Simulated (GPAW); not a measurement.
# Settings that the conductance of CO in line between two Re chains needs, part 2 of 3

How do the numerical settings move the conductance of CO in line between two Re chains?

GPAW 26.7.0; GPAW LCAO, PAW setups; Landauer transmission from Green's functions with principal layers (ASE), zero bias.

So far, transmission at the Fermi level (one spin): 1.78 in steps 2, 4, 5, 6 and 7.

### 9. Varying the periods in a principal layer

A principal layer must be long enough that orbitals couple only to the neighbouring layers.

This step: GPAW LCAO, PAW setups; Landauer transmission from Green's functions with principal layers (ASE), zero bias (GPAW 26.7.0).

The input, run.py:

```python
import json
import numpy as np
from ase import Atoms
from ase.transport.calculators import TransportCalculator
from gpaw import GPAW, FermiDirac
from gpaw.lcao.tools import get_lcao_hamiltonian
from scipy.linalg import eigh

# The junction with lead layers at both ends, along the third cell vector
device = Atoms(
    ['Re', 'Re', 'Re', 'Re', 'Re', 'Re', 'Re', 'C', 'O', 'Re', 'Re', 'Re', 'Re', 'Re', 'Re', 'Re'],
    positions=[
        [4.50000, 4.50000, 1.12500],
        [4.50000, 4.50000, 3.37500],
        [4.50000, 4.50000, 5.62500],
        [4.50000, 4.50000, 7.87500],
        [4.50000, 4.50000, 10.12500],
        [4.50000, 4.50000, 12.37500],
        [4.50000, 4.50000, 14.62500],
        [4.50000, 4.50000, 16.33150],
        [4.50000, 4.50000, 17.49150],
        [4.50000, 4.50000, 19.08790],
        [4.50000, 4.50000, 21.33790],
        [4.50000, 4.50000, 23.58790],
        [4.50000, 4.50000, 25.83790],
        [4.50000, 4.50000, 28.08790],
        [4.50000, 4.50000, 30.33790],
        [4.50000, 4.50000, 32.58790]],
    cell=[[9.0, 0.0, 0.0], [0.0, 9.0, 0.0], [0.0, 0.0, 33.7129]],
    pbc=True)

# One principal layer of the lead: the first 3 atoms of the device
lead = Atoms(
    ['Re', 'Re', 'Re'],
    positions=[
        [4.50000, 4.50000, 1.12500],
        [4.50000, 4.50000, 3.37500],
        [4.50000, 4.50000, 5.62500]],
    cell=[[9.0, 0.0, 0.0], [0.0, 9.0, 0.0], [0.0, 0.0, 6.75]],
    pbc=True)

settings = dict(mode='lcao', basis='szp(dzp)', xc='PBE', h=0.18,
                occupations=FermiDirac(0.1), maxiter=250,
                mixer=dict(beta=0.1, nmaxold=8, weight=100.0),
                convergence=dict(density=0.0001))
energies = np.arange(-2, 2 + 1e-9, 0.05)
eta = 0.0001
n1, n2 = 1, 1
# k and -k transmit alike, so half of the mesh across the current serves
mesh = [(i, j) for i in range(n1) for j in range(n2) if (i, j) <= (-i % n1, -j % n2)]
weights = np.array([1 if (i, j) == (-i % n1, -j % n2) else 2 for i, j in mesh]) / (n1 * n2)

# [... helper functions left out ...]
fermi_lead = ground_state(lead, (1, 1, 17), 'lead.txt')
fermi_device = ground_state(device, (1, 1, 3), 'device.txt')
# [... loop over the mesh left out, but for ...]
        # Shift the lead onto the potential of the device's first layer
        shift = ((H[:, 0, 0] - H0[:, 0, 0]) / S0[0, 0]).real.mean()
# [...]
kT = 8.617333e-5 * 500
bias = [0.1, 0.2, 0.5, 1.0, 1.5, 2.0]
# [... integrals and printing left out ...]
```

Run with:

```console
$ OMP_NUM_THREADS=1 OPENBLAS_NUM_THREADS=1 python run.py
```

The program printed:

```text
basis functions: device 228, principal layer 45
Fermi level: lead -2.9431 eV, device -3.0062 eV; lead shifted by -0.0093 eV
largest coupling past the next layer 4.92e-02 eV, largest misfit of the first layer 0.071 eV
  E-E_F (eV)   T (one spin)  [channel counts left out]
    -2.000    1.6438e+00
    -1.950    1.6497e+00
    -1.900    1.6549e+00
    -1.850    1.6595e+00
    -1.800    1.6637e+00
    -1.750    1.6553e+00
    -1.700    1.6684e+00
    -1.650    1.6708e+00
    -1.600    1.6727e+00
    -1.550    1.6742e+00
    -1.500    1.6755e+00
    -1.450    1.6767e+00
    -1.400    1.6779e+00
    -1.350    1.6793e+00
    -1.300    1.6810e+00
    -1.250    1.6830e+00
[...]
1.650    1.6473e+00
     1.700    1.6141e+00
     1.750    1.5938e+00
     1.800    1.5642e+00
     1.850    1.5150e+00
     1.900    1.3625e+00
     1.950    5.9481e-02
     2.000    5.9715e-02
conductance at 500 K: 1.7951 G0 a cell; thermopower 0.5704 uV/K
current from the zero-bias T(E) at 0.1 V: 13.905 uA
current from the zero-bias T(E) at 0.2 V: 27.784 uA
current from the zero-bias T(E) at 0.5 V: 68.549 uA
current from the zero-bias T(E) at 1.0 V: 134.5 uA
current from the zero-bias T(E) at 1.5 V: 202.04 uA
current from the zero-bias T(E) at 2.0 V: 268.54 uA
```

The job ended after 2.4 min (1 thread of Arm Neoverse V2, shared host; peak memory 1.8 GiB).

Numbers from this step:

```yaml
conductance: 1.795 G₀
largest_coupling_past_the_next_principal_layer: 0.04918 eV
largest_misfit_of_the_first_principal_layer: 0.07057 eV
shift_that_aligns_the_lead: -0.009253 eV
basis_functions_of_a_principal_layer: 45
transmission_at_the_fermi_level_one_spin: 1.798
```

One spin. Transmission, zone mean against energy, zero at the Fermi level:

energy (eV), transmission, zone mean and a bar:
```
    -2.00       1.64 ##########################
    -1.85       1.66 ###########################
    -1.70       1.67 ###########################
    -1.60       1.67 ###########################
    -1.45       1.68 ###########################
    -1.30       1.68 ###########################
    -1.15       1.69 ###########################
    -1.05       1.70 ###########################
    -0.90       1.71 ###########################
    -0.75       1.73 ############################
    -0.60       1.75 ############################
    -0.50       1.77 ############################
    -0.35       1.78 #############################
    -0.25       1.86 ##############################
    -0.20       1.78 #############################
    -0.05       1.80 #############################
     0.00       1.80 #############################
     0.05       1.80 #############################
     0.20       1.79 #############################
     0.35       1.77 ############################
     0.50       1.75 ############################
     0.60       1.74 ############################
     0.75       1.73 ############################
     0.90       1.72 ############################
     1.05       1.71 ###########################
     1.15       1.70 ###########################
     1.30       1.69 ###########################
     1.45       1.66 ###########################
     1.60       1.74 ############################
     1.70       1.61 ##########################
     1.85       1.52 ########################
     2.00       0.06
```

Not self-consistent under bias; the bias window is split evenly. Table of current through one cell, from the zero-bias transmission by bias:

| bias (V) | current through one cell, from the zero-bias transmission (μA) |
| --- | --- |
| 0.100 | 13.9 |
| 0.200 | 27.8 |
| 0.500 | 68.5 |
| 1.000 | 134 |
| 1.500 | 202 |
| 2.000 | 269 |

The conductance, 1.80 G₀, lies 0.9 % above that of the base run. Couplings past the next layer reach 0.049 eV, too large to drop without error; the matrix elements of the cell's first layer differ from the bulk lead's by up to 0.071 eV. That layer keeps its own values in the calculation, and only beyond it is the lead taken as perfect.

### 10. Varying the periods in a principal layer

run.py: that of step 9 with these lines changed.

```diff
@@ -31,5 +31,5 @@
 
-# One principal layer of the lead: the first 3 atoms of the device
+# One principal layer of the lead: the first 4 atoms of the device
 lead = Atoms(
-    ['Re', 'Re', 'Re'],
+    ['Re', 'Re', 'Re', 'Re'],
     positions=[
@@ -37,4 +37,5 @@
         [4.50000, 4.50000, 3.37500],
-        [4.50000, 4.50000, 5.62500]],
-    cell=[[9.0, 0.0, 0.0], [0.0, 9.0, 0.0], [0.0, 0.0, 6.75]],
+        [4.50000, 4.50000, 5.62500],
+        [4.50000, 4.50000, 7.87500]],
+    cell=[[9.0, 0.0, 0.0], [0.0, 9.0, 0.0], [0.0, 0.0, 9.0]],
     pbc=True)
@@ -53,3 +54,3 @@
 # [... helper functions left out ...]
-fermi_lead = ground_state(lead, (1, 1, 17), 'lead.txt')
+fermi_lead = ground_state(lead, (1, 1, 13), 'lead.txt')
 fermi_device = ground_state(device, (1, 1, 3), 'device.txt')
```

The program printed:

```text
basis functions: device 228, principal layer 60
Fermi level: lead -2.9460 eV, device -3.0062 eV; lead shifted by -0.0078 eV
largest coupling past the next layer 1.06e-03 eV, largest misfit of the first layer 0.117 eV
  E-E_F (eV)   T (one spin)  [channel counts left out]
    -2.000    1.6238e+00
    -1.950    1.6298e+00
    -1.900    1.6350e+00
    -1.850    1.6397e+00
    -1.800    1.6436e+00
    -1.750    1.6469e+00
    -1.700    1.6496e+00
    -1.650    1.6517e+00
    -1.600    1.6535e+00
    -1.550    1.6549e+00
    -1.500    1.6562e+00
    -1.450    1.6574e+00
    -1.400    1.6586e+00
    -1.350    1.6600e+00
    -1.300    1.6616e+00
    -1.250    1.6636e+00
[...]
1.650    1.6115e+00
     1.700    1.6002e+00
     1.750    1.5847e+00
     1.800    1.5571e+00
     1.850    1.5038e+00
     1.900    1.3191e+00
     1.950    4.5610e-02
     2.000    4.6062e-02
conductance at 500 K: 1.7795 G0 a cell; thermopower 0.1587 uV/K
current from the zero-bias T(E) at 0.1 V: 13.787 uA
current from the zero-bias T(E) at 0.2 V: 27.567 uA
current from the zero-bias T(E) at 0.5 V: 68.8 uA
current from the zero-bias T(E) at 1.0 V: 136.85 uA
current from the zero-bias T(E) at 1.5 V: 203.77 uA
current from the zero-bias T(E) at 2.0 V: 269.62 uA
```

Wall time 2.5 min (1 thread); peak memory 1.9 GiB.

Numbers from this step:

```
conductance                                    : 1.780 G₀
largest coupling past the next principal layer : 0.001064 eV
largest misfit of the first principal layer    : 0.1174 eV
shift that aligns the lead                     : -0.007775 eV
basis functions of a principal layer           : 60
transmission at the Fermi level (one spin)     : 1.781
```

One spin. The transmission, zone mean by energy, zero at the Fermi level:

| energy (eV) | transmission, zone mean |
| --- | --- |
| -2.00 | 1.62 |
| -1.90 | 1.64 |
| -1.80 | 1.64 |
| -1.70 | 1.65 |
| -1.55 | 1.65 |
| -1.45 | 1.66 |
| -1.35 | 1.66 |
| -1.25 | 1.66 |
| -1.15 | 1.67 |
| -1.05 | 1.68 |
| -0.90 | 1.69 |
| -0.80 | 1.70 |
| -0.70 | 1.72 |
| -0.60 | 1.73 |
| -0.50 | 1.75 |
| -0.40 | 1.76 |
| -0.25 | 1.77 |
| -0.15 | 1.78 |
| -0.05 | 1.78 |
| 0.00 | 1.78 |
| 0.05 | 1.78 |
| 0.15 | 1.77 |
| 0.25 | 1.76 |
| 0.40 | 1.75 |
| 0.50 | 1.74 |
| 0.60 | 1.73 |
| 0.70 | 1.72 |
| 0.80 | 1.71 |
| 0.90 | 1.70 |
| 1.05 | 1.69 |
| 1.15 | 1.68 |
| 1.25 | 1.67 |
| 1.35 | 1.66 |
| 1.45 | 1.65 |
| 1.55 | 1.63 |
| 1.70 | 1.60 |
| 1.80 | 1.56 |
| 1.90 | 1.32 |
| 2.00 | 0.0461 |

Not self-consistent under bias; the bias window is split evenly. The current through one cell, from the zero-bias transmission by bias:

| bias (V) | current through one cell, from the zero-bias transmission (μA) |
| --- | --- |
| 0.100 | 13.8 |
| 0.200 | 27.6 |
| 0.500 | 68.8 |
| 1.000 | 137 |
| 1.500 | 204 |
| 2.000 | 270 |

The conductance equals that of the base run to 0.2 %. Couplings past the next layer reach 0.0011 eV, small enough to drop; the matrix elements of the cell's first layer differ from the bulk lead's by up to 0.12 eV. That layer keeps its own values in the calculation, and only beyond it is the lead taken as perfect.

### 11. Periods in a principal layer

run.py: that of step 10 with these lines changed.

```diff
@@ -31,5 +31,5 @@
 
-# One principal layer of the lead: the first 4 atoms of the device
+# One principal layer of the lead: the first 6 atoms of the device
 lead = Atoms(
-    ['Re', 'Re', 'Re', 'Re'],
+    ['Re', 'Re', 'Re', 'Re', 'Re', 'Re'],
     positions=[
@@ -38,4 +38,6 @@
         [4.50000, 4.50000, 5.62500],
-        [4.50000, 4.50000, 7.87500]],
-    cell=[[9.0, 0.0, 0.0], [0.0, 9.0, 0.0], [0.0, 0.0, 9.0]],
+        [4.50000, 4.50000, 7.87500],
+        [4.50000, 4.50000, 10.12500],
+        [4.50000, 4.50000, 12.37500]],
+    cell=[[9.0, 0.0, 0.0], [0.0, 9.0, 0.0], [0.0, 0.0, 13.5]],
     pbc=True)
@@ -54,3 +56,3 @@
 # [... helper functions left out ...]
-fermi_lead = ground_state(lead, (1, 1, 13), 'lead.txt')
+fermi_lead = ground_state(lead, (1, 1, 9), 'lead.txt')
 fermi_device = ground_state(device, (1, 1, 3), 'device.txt')
```

The program printed:

```text
basis functions: device 228, principal layer 90
Fermi level: lead -2.9508 eV, device -3.0062 eV; lead shifted by -0.0093 eV
largest coupling past the next layer 6.40e-15 eV, largest misfit of the first layer 0.129 eV
  E-E_F (eV)   T (one spin)  [channel counts left out]
    -2.000    1.6238e+00
    -1.950    1.6298e+00
    -1.900    1.6351e+00
[...]
1.950    4.6003e-02
     2.000    4.6079e-02
conductance at 500 K: 1.7793 G0 a cell; thermopower 0.167 uV/K
current from the zero-bias T(E) at 0.1 V: 13.785 uA
current from the zero-bias T(E) at 0.2 V: 27.563 uA
current from the zero-bias T(E) at 0.5 V: 68.792 uA
current from the zero-bias T(E) at 1.0 V: 136.84 uA
current from the zero-bias T(E) at 1.5 V: 203.76 uA
current from the zero-bias T(E) at 2.0 V: 269.62 uA
```

Wall time 2.7 min (1 thread); peak memory 1.9 GiB.

The conductance equals that of the base run to 0.2 %. Couplings past the next layer reach 6.4e-15 eV, small enough to drop; the matrix elements of the cell's first layer differ from the bulk lead's by up to 0.13 eV. That layer keeps its own values in the calculation, and only beyond it is the lead taken as perfect.

### 12. Convergence in the periods in a principal layer

The runs and the base run on one axis.

This step: convergence of the conductance (GPAW 26.7.0).

Conductance against periods in a principal layer:

| periods in a principal layer | conductance (G₀) |
| --- | --- |
| 3.00 | 1.80 |
| 4.00 | 1.78 |
| 5.00 | 1.78 |
| 6.00 | 1.78 |

### 13. Varying the density threshold: conv = 0.1

The Hamiltonian is taken from the last density. The density threshold is one of the tests that end the cycle; the energy must settle too, so a loose value may not be the test that decides.

This step: GPAW LCAO, PAW setups; Landauer transmission from Green's functions with principal layers (ASE), zero bias (GPAW 26.7.0).

run.py: that of step 11 with these lines changed.

```diff
@@ -31,5 +31,5 @@
 
-# One principal layer of the lead: the first 6 atoms of the device
+# One principal layer of the lead: the first 5 atoms of the device
 lead = Atoms(
-    ['Re', 'Re', 'Re', 'Re', 'Re', 'Re'],
+    ['Re', 'Re', 'Re', 'Re', 'Re'],
     positions=[
@@ -39,5 +39,4 @@
         [4.50000, 4.50000, 7.87500],
-        [4.50000, 4.50000, 10.12500],
-        [4.50000, 4.50000, 12.37500]],
-    cell=[[9.0, 0.0, 0.0], [0.0, 9.0, 0.0], [0.0, 0.0, 13.5]],
+        [4.50000, 4.50000, 10.12500]],
+    cell=[[9.0, 0.0, 0.0], [0.0, 9.0, 0.0], [0.0, 0.0, 11.25]],
     pbc=True)
@@ -47,3 +46,3 @@
                 mixer=dict(beta=0.1, nmaxold=8, weight=100.0),
-                convergence=dict(density=0.0001))
+                convergence=dict(density=0.1))
 energies = np.arange(-2, 2 + 1e-9, 0.05)
@@ -56,3 +55,3 @@
 # [... helper functions left out ...]
-fermi_lead = ground_state(lead, (1, 1, 9), 'lead.txt')
+fermi_lead = ground_state(lead, (1, 1, 10), 'lead.txt')
 fermi_device = ground_state(device, (1, 1, 3), 'device.txt')
```

The program printed:

```text
basis functions: device 228, principal layer 75
Fermi level: lead -2.9539 eV, device -3.0275 eV; lead shifted by -0.0081 eV
largest coupling past the next layer 1.50e-06 eV, largest misfit of the first layer 0.246 eV
  E-E_F (eV)   T (one spin)  [channel counts left out]
    -2.000    1.5331e+00
    -1.950    1.5428e+00
    -1.900    1.5519e+00
    -1.850    1.5604e+00
    -1.800    1.5683e+00
    -1.750    1.5755e+00
    -1.700    1.5819e+00
    -1.650    1.5875e+00
    -1.600    1.5927e+00
    -1.550    1.5973e+00
    -1.500    1.6013e+00
    -1.450    1.6051e+00
    -1.400    1.6062e+00
    -1.350    1.6104e+00
    -1.300    1.6135e+00
    -1.250    1.6165e+00
[...]
1.650    1.6693e+00
     1.700    1.6451e+00
     1.750    1.5944e+00
     1.800    1.4948e+00
     1.850    1.3286e+00
     1.900    1.0655e+00
     1.950    5.1687e-01
     2.000    4.7337e-02
conductance at 500 K: 1.7795 G0 a cell; thermopower -0.03652 uV/K
current from the zero-bias T(E) at 0.1 V: 13.786 uA
current from the zero-bias T(E) at 0.2 V: 27.563 uA
current from the zero-bias T(E) at 0.5 V: 68.74 uA
current from the zero-bias T(E) at 1.0 V: 136.41 uA
current from the zero-bias T(E) at 1.5 V: 202.73 uA
current from the zero-bias T(E) at 2.0 V: 267.87 uA
```

Run time: 61 s. Hardware: 1 thread; peak memory 1.9 GiB.

This step gave:

```yaml
largest_coupling_past_the_next_principal_layer: 1.50e-6 eV
largest_misfit_of_the_first_principal_layer: 0.2465 eV
shift_that_aligns_the_lead: -0.008135 eV
basis_functions_of_a_principal_layer: 75
transmission_at_the_fermi_level_one_spin: 1.781
```

One spin. Table of transmission, zone mean by energy, zero at the Fermi level:

energy (eV), transmission, zone mean and a bar:
```
    -2.00       1.53 ##########################
    -1.85       1.56 ##########################
    -1.70       1.58 ###########################
    -1.60       1.59 ###########################
    -1.45       1.61 ###########################
    -1.30       1.61 ###########################
    -1.15       1.62 ###########################
    -1.05       1.63 ###########################
    -0.90       1.65 ############################
    -0.75       1.67 ############################
    -0.60       1.70 #############################
    -0.50       1.72 #############################
    -0.35       1.75 #############################
    -0.20       1.77 ##############################
    -0.05       1.78 ##############################
     0.00       1.78 ##############################
     0.05       1.78 ##############################
     0.20       1.77 ##############################
     0.35       1.76 ##############################
     0.50       1.74 #############################
     0.60       1.73 #############################
     0.75       1.72 #############################
     0.90       1.71 #############################
     1.05       1.70 #############################
     1.15       1.69 #############################
     1.30       1.69 ############################
     1.45       1.68 ############################
     1.60       1.68 ############################
     1.70       1.65 ############################
     1.85       1.33 ######################
     2.00       0.05
```

Not self-consistent under bias; the bias window is split evenly. The current through one cell, from the zero-bias transmission by bias:

| bias (V) | current through one cell, from the zero-bias transmission (μA) |
| --- | --- |
| 0.100 | 13.8 |
| 0.200 | 27.6 |
| 0.500 | 68.7 |
| 1.000 | 136 |
| 1.500 | 203 |
| 2.000 | 268 |

The conductance equals that of the base run to 0.2 %.

(Part 2 of 3 ends here.)

[Logs are printed without paths, hosts, clocks, repeated set-up lines and the standing remarks that a program may print on its own settings, such as how far it seeks lower states.]

[Hosts, paths, dates, database ids (printed as entryN), source tags and the programs' standing remarks are cut or masked in the printed files.]
